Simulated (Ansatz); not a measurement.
# How fast states decay through CsKNb2O6, part 2 of 3

A new crystal, CsKNb2O6: structure, gap and complex bands. It is built by putting Cs for Na in the KNaNb2O6 structure of space group Pm, with the volume rescaled by atomic radii. The parent structure comes from the Materials Project.

Ansatz 0.2.0; r2SCAN DFT, plane waves, PAW files (the session's first sound run).

So far. Step 2 (Cell and atoms at rest): The largest force component on a free atom ends at 0.0030 eV/Å.

The structure was built from a prototype and need not be the compound's stable phase.

## (3) The bulk crystal and its band edges

The energy window and the wavevectors of the next steps follow from the band edges, so these are searched first, off the mesh as well.

input.yaml reads:

```yaml
crystal:
  lattice:
    - [3.8520374314, 0.0, 0.0104560066]
    - [0.0, 3.8514502747, 0.0]
    - [-0.0308376449, 0.0, 10.9658127755]
  atoms:
    - { symbol: K, position: [0.4763171487, 0.5, 0.7230496995] }
    - { symbol: Cs, position: [0.4762596276, 0.5, 0.2258452028] }
    - { symbol: Nb, position: [0.976332238, 0.0, -0.0489634292] }
    - { symbol: Nb, position: [0.9762617911, 0.0, 0.5048547707] }
    - { symbol: O, position: [0.9761811815, 0.5, 0.5466407468] }
    - { symbol: O, position: [0.9760875526, 0.5, -0.005265338] }
    - { symbol: O, position: [0.9763227608, 0.0, 0.7890920481] }
    - { symbol: O, position: [0.976232597, 0.0, 0.3423650659] }
    - { symbol: O, position: [0.4762218531, 0.0, 0.5465637113] }
    - { symbol: O, position: [0.4761822495, 0.0, -0.005381478] }
kpoints:
  mp_grid: { grid: [6, 6, 4] }
  band_path: { path: [VBM, CBM], npoints: 30 }
scf:
  occupations: { method: fixed }
hamiltonian:
  xc: r2scan
output:
  eigenvalues: true
  write_potential: true
  write_density: true
  volumetric_format: npy
  elf: true
```

Started as:

```sh
$ ansatz run input.yaml --threads 2 --pin off --max-ram 4096MiB --backend cpu --events-out ev --progress --plain --runs-dir out
```

Numbers of over 12 decimals in the logs are rounded to 6 here.

What it wrote:

```text
[...]
Crystal: 10 atoms, lattice volume = 162.689 Å³
Basis set: ecut = 500 eV, 4075 PW (Γ), exchange–correlation on 120×120×320 points (64 copies of the dense FFT grid, shifted against one another)
Bands: 50, of which v1, the nominal top of the filled ones, is band 40 counted from 1 (39 counted from 0)
Symmetry: 2 space group operations
[...]
k-points: 56 of 144 (time reversal used)
[...]
SCF iter   1: F=—  HF=-19778.628492 eV  |F-HF|=—  |Δ(HF+E_count)|=         —  Δρ=1.32e-2  dr2=3.88e-1  dr2_τ=5.58e-1  ethr=1.77e-3  ⟨swp⟩=4.8  Hψ=10047  notcnv=0  defer=378
[...]
SCF iter   9: F=-19778.662103 eV  HF=-19778.662103 eV  |F-HF|=1.86e-8  |Δ(HF+E_count)|=   9.63e-8  Δρ=5.31e-6  dr2=4.65e-8  dr2_τ=6.53e-9  ethr=1.25e-10  ⟨swp⟩=12.0  Hψ=11272  notcnv=0
SCF 1 converged in 9 iterations: F = -19778.662103 eV  dr2 = 4.65e-8
[...]
NSCF: frozen V_eff on 80 k-points
[...]
SCF converged after 9 iterations
Free energy (F): -19778.662103 eV
[...]
Internal energy: -19778.662103 eV  (E = F + TS)
E sigma→0 (E₀):  -19778.662103 eV
Fermi energy:    6.994650 eV
[...]
--- Band table (eV; the first three rows and the last of 56) ---
  k-point 0: bands = [... 36 lower, 5.7353, 5.7358, 5.9981, 5.9981, 8.8366, 9.1469, 11.5123, 11.6784, ... 6 higher]
  k-point 1: bands = [... 36 lower, 5.7377, 5.7381, 5.9968, 5.9968, 8.8366, 9.1469, 11.6368, 11.6777, ... 6 higher]
  k-point 2: bands = [... 36 lower, 5.7400, 5.7405, 5.9954, 5.9954, 8.8366, 9.1469, 11.6770, 11.6836, ... 6 higher]
  k-point 55: bands = [... 36 lower, 5.6114, 5.6126, 6.7763, 6.9946, 10.7869, 11.3421, 11.3451, 11.7181, ... 6 higher]
```

Wall time 83 s (2 threads of Intel Xeon 6975P-C (Granite Rapids), shared host); peak memory 1.1 GiB; 2.7 min of CPU time.

In the SCF lines HF is the Harris–Foulkes energy and dr2 the Hartree energy of the density residual, in eV; the loop may stop once dr2 is under the threshold and the program's other checks hold. Hψ counts applications of the Hamiltonian.

Numbers from this step:

| Quantity | Value |
| --- | --- |
| Fermi energy | 6.995 eV |
| gap on the k-mesh | 1.842 eV |
| gap on path | 1.842 eV, by band count; negative where bands overlap |
| direct gap on path | 2.838 eV |
| edge places on path | 0, 1.166 1/A along the path |

Electronic bands along the path, in eV, zero at the Fermi level (highest filled level under fixed occupations); v1 is the highest filled band, c1 the lowest empty one:

```csv
point,v4,v3,v2,v1,c1,c2,c3,c4
VBM,-1.41,-1.41,-0.22,0.00,3.59,4.35,4.35,4.72
halfway,-1.76,-1.46,-1.03,-0.82,3.43,3.77,3.79,4.01
CBM,-1.26,-1.26,-1.00,-1.00,1.84,2.15,4.52,4.68
```

Electrostatic potential energy in the ac plane at fractional y = 0.500, with atoms of K and Cs and O within 0.2 Å of it. With pseudopotentials it is smooth inside the atoms' cores, unlike the true potential.

Values in eV, 24 rows by 14 columns, each cell a mean:
```
-32 -22   3  12  13  13  13  13  13  13  12   3 -22 -32
 -1   6  11  12  13  13  13  13  13  13  12  11   6   0
 12  12  12  12  11  11  11  11  11  11  12  12  12  12
 12  11  11  10  10   9   8   8   9  10  10  11  11  12
 11  11  10   8   5  -1  -5  -6  -1   5   8  10  11  11
 11  10   8   4  -9 -25 -31 -31 -25 -10   3   8  10  11
 11  10   8   0 -18 -33 -35 -35 -34 -18   0   7  10  11
 12  11   9   5  -6 -22 -29 -29 -22  -7   5   9  11  12
 11  12  11  10   7   2  -1  -1   2   7  10  11  12  11
-15  -5   9  12  11  11  10  10  11  11  12   9  -4 -15
-35 -28  -1  12  13  13  13  13  13  13  12   0 -27 -35
-26 -15   6  12  13  13  13  13  13  13  13   6 -15 -26
  6  10  12  13  13  13  13  13  13  13  13  12  10   6
 12  12  12  12  12  12  12  12  12  12  12  12  12  12
 12  12  12  11  11  10  10  10  10  11  11  12  12  12
 12  11  10   9   7   5   4   4   5   7   9  10  11  12
 11  10   8   4  -4 -11 -13 -13 -11  -4   3   8  10  11
  9   8   4  -7 -16 -16 -14 -14 -16 -16  -7   3   8   9
  9   8   2 -10 -17 -14 -13 -13 -14 -17 -11   2   7   9
  9   8   5  -4 -14 -16 -16 -16 -16 -14  -5   5   8   9
 11  10   9   6   0  -6  -9  -9  -6   0   6   9  10  11
 12  12  11  11   9   8   7   7   8   9  11  11  12  12
 -6   2  11  12  12  12  12  12  12  12  12  11   3  -6
-33 -25   1  12  13  13  13  13  13  13  12   1 -24 -33
```
Columns run along a (3.9 Å; values clipped at the 3rd and 97th percentile), rows up along c (11.0 Å). Atoms in or near the plane, at fractional coordinates: K at (0.48, 0.72), Cs at (0.48, 0.23), O at (0.98, 0.55), O at (0.98, 0.99).

Valence density in the ac plane at fractional y = 0.500, with atoms of K and Cs and O within 0.2 Å of it. It is the smooth field of the valence electrons, not physical close to the nuclei.

Values in e/Å³, 24 rows by 14 columns, each cell a mean:
```
5.2 3.2 1.0 0.3 0.1 0.0 0.0 0.0 0.0 0.1 0.3 1.0 3.1 5.2
1.2 0.8 0.3 0.1 0.1 0.0 0.0 0.0 0.0 0.1 0.1 0.3 0.8 1.2
0.2 0.1 0.1 0.1 0.0 0.0 0.0 0.0 0.0 0.0 0.1 0.1 0.1 0.2
0.0 0.0 0.0 0.0 0.0 0.1 0.1 0.1 0.1 0.0 0.0 0.0 0.0 0.0
0.0 0.0 0.0 0.1 0.3 0.6 0.9 0.9 0.6 0.3 0.1 0.0 0.0 0.0
0.0 0.0 0.1 0.4 1.1 2.5 3.3 3.3 2.5 1.2 0.4 0.1 0.0 0.0
0.0 0.0 0.1 0.5 1.7 3.5 4.1 4.1 3.6 1.8 0.6 0.1 0.0 0.0
0.1 0.1 0.1 0.3 0.9 2.1 2.9 2.9 2.2 1.0 0.3 0.1 0.1 0.1
0.4 0.3 0.2 0.1 0.2 0.4 0.6 0.6 0.5 0.2 0.1 0.2 0.3 0.4
2.6 1.5 0.6 0.2 0.1 0.1 0.1 0.1 0.1 0.1 0.2 0.6 1.5 2.5
6.6 4.0 1.3 0.4 0.1 0.0 0.0 0.0 0.0 0.1 0.3 1.2 3.9 6.5
4.1 2.5 0.9 0.3 0.1 0.0 0.0 0.0 0.0 0.1 0.3 0.8 2.4 4.1
0.7 0.5 0.2 0.1 0.0 0.0 0.0 0.0 0.0 0.0 0.1 0.2 0.5 0.7
0.1 0.1 0.1 0.0 0.0 0.0 0.0 0.0 0.0 0.0 0.0 0.1 0.1 0.1
0.0 0.0 0.0 0.0 0.0 0.0 0.0 0.0 0.0 0.0 0.0 0.0 0.0 0.0
0.0 0.0 0.0 0.1 0.1 0.2 0.3 0.3 0.2 0.1 0.1 0.0 0.0 0.0
0.0 0.1 0.1 0.3 0.5 0.8 0.9 0.9 0.8 0.6 0.3 0.1 0.1 0.0
0.0 0.1 0.3 0.6 1.0 1.0 0.7 0.7 1.0 1.0 0.7 0.3 0.1 0.0
0.1 0.1 0.3 0.8 1.1 0.7 0.2 0.2 0.7 1.1 0.8 0.4 0.1 0.1
0.0 0.1 0.2 0.6 0.9 1.0 0.9 0.9 1.0 1.0 0.6 0.3 0.1 0.0
0.1 0.1 0.1 0.2 0.4 0.6 0.7 0.7 0.6 0.4 0.2 0.1 0.1 0.1
0.2 0.2 0.1 0.1 0.1 0.1 0.2 0.2 0.1 0.1 0.1 0.1 0.2 0.2
1.7 1.0 0.4 0.2 0.1 0.0 0.0 0.0 0.0 0.1 0.2 0.4 1.0 1.7
5.9 3.6 1.1 0.3 0.1 0.0 0.0 0.0 0.0 0.1 0.3 1.1 3.5 5.9
```
Columns run along a (3.9 Å), rows up along c (11.0 Å). Atoms in or near the plane, at fractional coordinates: K at (0.48, 0.72), Cs at (0.48, 0.23), O at (0.98, 0.55), O at (0.98, 0.99).

ELF in the ac plane at fractional y = 0.500, with atoms of K and Cs and O within 0.2 Å of it. It is the smooth field of the valence electrons, not physical close to the nuclei.

Values, 24 rows by 14 columns, each cell a mean:
```
0.60 0.77 0.79 0.62 0.27 0.04 0.01 0.01 0.04 0.25 0.61 0.79 0.78 0.60
0.77 0.75 0.65 0.44 0.16 0.03 0.01 0.01 0.03 0.16 0.43 0.65 0.75 0.77
0.42 0.37 0.26 0.13 0.04 0.01 0.01 0.01 0.01 0.04 0.12 0.26 0.37 0.42
0.05 0.04 0.02 0.02 0.05 0.15 0.24 0.24 0.16 0.06 0.02 0.02 0.04 0.05
0.01 0.01 0.04 0.21 0.52 0.74 0.80 0.80 0.74 0.53 0.22 0.04 0.01 0.01
0.01 0.02 0.19 0.61 0.83 0.86 0.81 0.81 0.86 0.83 0.62 0.20 0.02 0.01
0.01 0.02 0.27 0.72 0.86 0.82 0.64 0.64 0.81 0.87 0.73 0.29 0.02 0.01
0.12 0.06 0.09 0.43 0.77 0.86 0.85 0.85 0.86 0.77 0.44 0.10 0.05 0.12
0.63 0.48 0.21 0.08 0.24 0.52 0.66 0.66 0.53 0.25 0.08 0.20 0.47 0.62
0.80 0.81 0.68 0.35 0.08 0.04 0.08 0.08 0.04 0.08 0.34 0.67 0.81 0.80
0.46 0.74 0.80 0.63 0.25 0.03 0.01 0.01 0.03 0.24 0.62 0.80 0.75 0.47
0.69 0.79 0.77 0.59 0.25 0.04 0.01 0.01 0.03 0.24 0.58 0.77 0.80 0.70
0.73 0.70 0.58 0.37 0.13 0.02 0.01 0.01 0.02 0.13 0.36 0.57 0.69 0.73
0.28 0.25 0.16 0.08 0.03 0.01 0.01 0.01 0.01 0.02 0.07 0.16 0.24 0.28
0.02 0.02 0.02 0.02 0.05 0.14 0.20 0.20 0.14 0.06 0.02 0.02 0.02 0.02
0.01 0.01 0.06 0.24 0.50 0.70 0.77 0.78 0.70 0.51 0.25 0.07 0.02 0.01
0.02 0.08 0.38 0.71 0.85 0.89 0.88 0.88 0.89 0.85 0.72 0.40 0.08 0.02
0.04 0.28 0.72 0.87 0.85 0.61 0.34 0.34 0.60 0.85 0.87 0.73 0.30 0.04
0.06 0.39 0.80 0.89 0.80 0.34 0.04 0.04 0.32 0.80 0.89 0.80 0.41 0.06
0.04 0.25 0.68 0.86 0.87 0.73 0.54 0.53 0.72 0.87 0.87 0.69 0.26 0.04
0.05 0.05 0.20 0.50 0.75 0.85 0.86 0.86 0.85 0.75 0.51 0.21 0.06 0.05
0.48 0.35 0.15 0.07 0.15 0.33 0.44 0.45 0.34 0.16 0.07 0.15 0.34 0.48
0.80 0.78 0.62 0.32 0.08 0.02 0.02 0.02 0.02 0.08 0.31 0.61 0.78 0.80
0.54 0.76 0.80 0.61 0.24 0.03 0.01 0.01 0.03 0.23 0.60 0.79 0.77 0.55
```
Columns run along a (3.9 Å), rows up along c (11.0 Å). Atoms in or near the plane, at fractional coordinates: K at (0.48, 0.72), Cs at (0.48, 0.23), O at (0.98, 0.55), O at (0.98, 0.99).

The searched edges give 1.84 eV, as on the mesh.

## (4) Complex bands

This step: r2SCAN DFT, plane waves, PAW files; complex bands by layer matching along the plane's normal (Ansatz 0.2.0).

The same crystal is laid in a cell whose first two vectors span the (100) plane (indices of the standard conventional cell, whose axes can be ordered otherwise than in the bulk input). At fixed energy and wavevector in the plane the solver finds all kz, real and complex. A few wavevectors are listed, (0, 0) and (-0.5, 0.2865) in units of the plane's reciprocal vectors; the slowest state needn't be among them.

input.yaml reads:

```yaml
crystal:
  lattice:
    - [3.851450275, 0.0, 0.0]
    - [0.0, 10.965856136, 0.0]
    - [0.0, -0.000376546, 3.852051604]
  atoms:
    - { symbol: K, position: [0.5, 0.7230496995, 0.4763171487] }
    - { symbol: Cs, position: [0.5, 0.2258452028, 0.4762596276] }
    - { symbol: Nb, position: [0.0, 0.9510365708, 0.976332238] }
    - { symbol: Nb, position: [0.0, 0.5048547707, 0.9762617911] }
    - { symbol: O, position: [0.5, 0.5466407468, 0.9761811815] }
    - { symbol: O, position: [0.5, 0.994734662, 0.9760875526] }
    - { symbol: O, position: [0.0, 0.7890920481, 0.9763227608] }
    - { symbol: O, position: [0.0, 0.3423650659, 0.976232597] }
    - { symbol: O, position: [0.0, 0.5465637113, 0.4762218531] }
    - { symbol: O, position: [0.0, 0.994618522, 0.4761822495] }
kpoints:
  mp_grid: { grid: [6, 2, 6] }
scf:
  occupations: { method: fixed }
hamiltonian:
  xc: r2scan
output:
  eigenvalues: true
  transmission:
    leads: [[0, 0]]
    kpoints: [[0.0, 0.0], [-0.5, 0.2865]]
    e_range: [-1.0, 2.84]
    de: 0.1
```

What it wrote:

```text
[...]
Crystal: 10 atoms, lattice volume = 162.689 Å³
Basis set: ecut = 500 eV, 4075 PW (Γ), exchange–correlation on 120×320×120 points (64 copies of the dense FFT grid, shifted against one another)
Bands: 50, of which v1, the nominal top of the filled ones, is band 40 counted from 1 (39 counted from 0)
Symmetry: 2 space group operations
[...]
k-points: 32 of 72 (time reversal used)
[...]
SCF iter   1: F=—  HF=-19778.628419 eV  |F-HF|=—  |Δ(HF+E_count)|=         —  Δρ=1.32e-2  dr2=3.88e-1  dr2_τ=5.58e-1  ethr=1.77e-3  ⟨swp⟩=4.8  Hψ=5679  notcnv=0  defer=207
[...]
SCF iter   9: F=-19778.662088 eV  HF=-19778.662088 eV  |F-HF|=1.90e-8  |Δ(HF+E_count)|=   9.64e-8  Δρ=5.38e-6  dr2=4.75e-8  dr2_τ=6.67e-9  ethr=1.25e-10  ⟨swp⟩=11.8  Hψ=6500  notcnv=0
SCF 1 converged in 9 iterations: F = -19778.662088 eV  dr2 = 4.75e-8
[...]
transmission: 6 of 12 steps passed
transmission: 12 of 12 steps passed
SCF converged after 9 iterations
Free energy (F): -19778.662088 eV
[...]
Internal energy: -19778.662088 eV  (E = F + TS)
E sigma→0 (E₀):  -19778.662088 eV
Fermi energy:    6.994658 eV
[...]
--- Band table (eV; the first three rows and the last of 32) ---
  k-point 0: bands = [... 36 lower, 5.7353, 5.7358, 5.9981, 5.9981, 8.8366, 9.1469, 11.5123, 11.6784, ... 6 higher]
  k-point 1: bands = [... 36 lower, 5.3075, 5.4642, 5.6032, 5.7066, 9.5040, 9.8197, 10.9105, 11.2578, ... 6 higher]
  k-point 2: bands = [... 36 lower, 5.0520, 5.1885, 5.1912, 5.5092, 10.5837, 10.7714, 10.9205, 11.1642, ... 6 higher]
  k-point 31: bands = [... 36 lower, 5.6114, 5.6126, 6.7763, 6.9947, 10.7869, 11.3421, 11.3451, 11.7181, ... 6 higher]
--- Transmission ---
  basis      : 441 plane waves across, 6 finite elements along
  points     : 2, as listed
  energies   : 39 from -1.000000 to 2.800000 eV about the Fermi level, 0.100000 eV apart; the leads are filled to 0.920957 eV, and channels, transmission and decay are at 0.900000 eV
  crystal 0  : O6Nb2Cs1K1, at the sites [0, 0], period 3.8521 Å: whole cells are its period
    offset         : up to 0.0000 Å between an atom of the period and one for which it stands
    channels       : 0.000000e0 a spin
    conductance    : none, the energies end too early or step too widely for 300 K: set another output.transmission.e_range or a lower de, or, where they end at an eighth of basis.ecutwfc, a higher one
    slowest decay  : 0.2448 /Å at (0.0000, 0.0000)
```

Run time: 96 s. Hardware: 2 threads; peak memory 1.7 GiB; 2.7 min of CPU time.

This step gave:

```
level to which the leads are filled                       : 0.9210 eV from the Fermi level
decay constant at the filling level, zone centre          : 0.2448 Å⁻¹
decay constant at the filling level, slowest listed point : 0.2448 Å⁻¹
```

K parallel (0, 0); values up to 1.5 1/Å, a degenerate pair printed once or twice; energies at which all values exceed this have no row. Im kz of the slowest decaying states against energy, zero at the highest filled level on the SCF mesh:

```csv
energy (eV),decay 1 (Å⁻¹),decay 2 (Å⁻¹),decay 3 (Å⁻¹),decay 4 (Å⁻¹)
-1.00,0.168,0.257,0.434,0.444
-0.80,0.152,0.203,0.210,0.347
-0.60,0.203,0.237,0.281,0.425
-0.40,0.234,0.255,0.338,0.441
-0.20,0.254,0.266,0.386,0.437
0.00,0.267,0.272,0.426,0.434
0.10,0.271,0.274,0.432,0.444
0.30,0.272,0.277,0.429,0.475
0.50,0.267,0.277,0.426,0.469
0.70,0.258,0.274,0.423,0.462
0.90,0.245,0.266,0.419,0.453
1.10,0.226,0.254,0.414,0.444
1.30,0.200,0.238,0.409,0.435
1.50,0.165,0.216,0.402,0.425
1.70,0.110,0.186,0.393,0.414
1.80,0.0606,0.167,0.388,0.409
2.00,0.114,0.375,0.398,0.453
2.20,0.360,0.386,0.441,0.577
2.40,0.343,0.373,0.429,0.566
2.60,0.323,0.359,0.415,0.552
2.80,0.299,0.342,0.400,0.538
```

K parallel (-0.5, 0.2865); values up to 1.5 1/Å, a degenerate pair printed once or twice; energies at which all values exceed this have no row. Im kz of the slowest decaying states against energy, zero at the highest filled level on the SCF mesh:

```csv
energy (eV),decay 1 (Å⁻¹),decay 2 (Å⁻¹),decay 3 (Å⁻¹),decay 4 (Å⁻¹)
-1.00,0.440,0.440,0.455,0.455
-0.70,0.433,0.433,0.478,0.478
-0.50,0.432,0.432,0.479,0.479
-0.20,0.0732,0.432,0.432,0.474
0.00,0.0125,0.254,0.432,0.432
0.10,0.169,0.310,0.432,0.432
0.40,0.349,0.431,0.431,0.461
0.60,0.430,0.430,0.443,0.457
0.90,0.426,0.426,0.448,0.448
1.20,0.420,0.420,0.438,0.438
1.40,0.414,0.414,0.429,0.429
1.70,0.404,0.404,0.415,0.415
2.00,0.391,0.391,0.397,0.397
2.30,0.375,0.375,0.375,0.375
2.50,0.356,0.357,0.362,0.362
2.80,0.322,0.322,0.338,0.338
```

At the listed wavevectors the last open channel is at -0.10 eV and the next at +1.90 eV on the grid. At +0.90 eV, the grid energy nearest the filling level (the middle of the gap on the SCF mesh), the slowest state at the listed wavevectors decays with κ = 0.245 Å⁻¹, its amplitude falling by e over 4.1 Å. Through 1 nm of this crystal that state's transmission falls by exp(−2 × 0.245 Å⁻¹ × 10 Å) = 0.0075.

## (5) Decay over the two-dimensional zone

The listed points could miss the slowest state, so one energy near mid-gap is solved on a mesh of 8×4.

input.yaml: that of step 4 with these lines changed.

```diff
@@ -24,6 +24,2 @@
   eigenvalues: true
-  transmission:
-    leads: [[0, 0]]
-    kpoints: [[0.0, 0.0], [-0.5, 0.2865]]
-    e_range: [-1.0, 2.84]
-    de: 0.1
+  transmission: { leads: [[0, 0]], kmesh: [8, 4], e_range: [0.92, 0.93], de: 0.05 }
```

What it wrote:

```text
[...]
Crystal: 10 atoms, lattice volume = 162.689 Å³
Basis set: ecut = 500 eV, 4075 PW (Γ), exchange–correlation on 120×320×120 points (64 copies of the dense FFT grid, shifted against one another)
Bands: 50, of which v1, the nominal top of the filled ones, is band 40 counted from 1 (39 counted from 0)
Symmetry: 2 space group operations
[...]
k-points: 32 of 72 (time reversal used)
[...]
SCF iter   1: F=—  HF=-19778.628419 eV  |F-HF|=—  |Δ(HF+E_count)|=         —  Δρ=1.32e-2  dr2=3.88e-1  dr2_τ=5.58e-1  ethr=1.77e-3  ⟨swp⟩=4.8  Hψ=5679  notcnv=0  defer=207
[...]
SCF iter   9: F=-19778.662088 eV  HF=-19778.662088 eV  |F-HF|=1.90e-8  |Δ(HF+E_count)|=   9.64e-8  Δρ=5.38e-6  dr2=4.75e-8  dr2_τ=6.67e-9  ethr=1.25e-10  ⟨swp⟩=11.8  Hψ=6500  notcnv=0
SCF 1 converged in 9 iterations: F = -19778.662088 eV  dr2 = 4.75e-8
[...]
transmission: 24 of 90 steps passed
transmission: 48 of 90 steps passed
transmission: 72 of 90 steps passed
transmission: 90 of 90 steps passed
SCF converged after 9 iterations
Free energy (F): -19778.662088 eV
[...]
Internal energy: -19778.662088 eV  (E = F + TS)
E sigma→0 (E₀):  -19778.662088 eV
Fermi energy:    6.994658 eV
[...]
--- Band table (eV; the first three rows and the last of 32) ---
  k-point 0: bands = [... 36 lower, 5.7353, 5.7358, 5.9981, 5.9981, 8.8366, 9.1469, 11.5123, 11.6784, ... 6 higher]
  k-point 1: bands = [... 36 lower, 5.3075, 5.4642, 5.6032, 5.7066, 9.5040, 9.8197, 10.9105, 11.2578, ... 6 higher]
  k-point 2: bands = [... 36 lower, 5.0520, 5.1885, 5.1912, 5.5092, 10.5837, 10.7714, 10.9205, 11.1642, ... 6 higher]
  k-point 31: bands = [... 36 lower, 5.6114, 5.6126, 6.7763, 6.9947, 10.7869, 11.3421, 11.3451, 11.7181, ... 6 higher]
--- Transmission ---
  basis      : 441 plane waves across, 6 finite elements along
  points     : 15, standing for a mesh of 8 x 4
  energies   : 1 from 0.920000 to 0.920000 eV about the Fermi level; the leads are filled to 0.920957 eV, and channels, transmission and decay are at 0.920000 eV
[...]
channels       : 0.000000e0 a spin
    conductance    : none, crystal 0 has no channel at the energies, or these end too early or step too widely for 300 K: set another output.transmission.e_range or a lower de, or, where they end at an eighth of basis.ecutwfc, a higher one
    slowest decay  : 0.2431 /Å at (0.0000, 0.5000)
```

Elapsed: 77 s, on 2 threads; peak memory 2.1 GiB.

This step gave:

```yaml
least_decay_constant_on_the_mesh: 0.2431 Å⁻¹
```

Slowest decay constant (1/Å; 0 where a channel is open) over k1 and k2. At 0.9200 eV from the Fermi level.

Ten even steps from '0' (0.243) to '9' (0.432):
```
99980899
99990999
99980899
99880889
```
Columns: k1 (b1) from -0.5 to 0.375; rows upwards: k2 (b2) from -0.5 to 0.25.

The least value on the mesh is 0.243 Å⁻¹ at +0.92 eV. At that energy the listed points give about 0.243 Å⁻¹ by interpolation, so the mesh holds no clearly slower state.

(Part 2 of 3 ends here.)

[Logs are printed without paths, hosts, clocks, repeated set-up lines and the standing remarks that a program may print on its own settings, such as how far it seeks lower states.]

[Hosts, paths, dates, database ids (printed as entryN), source tags and the programs' standing remarks are cut or masked in the printed files.]

[New means built here by substitution; the compound itself may be known and measured.]
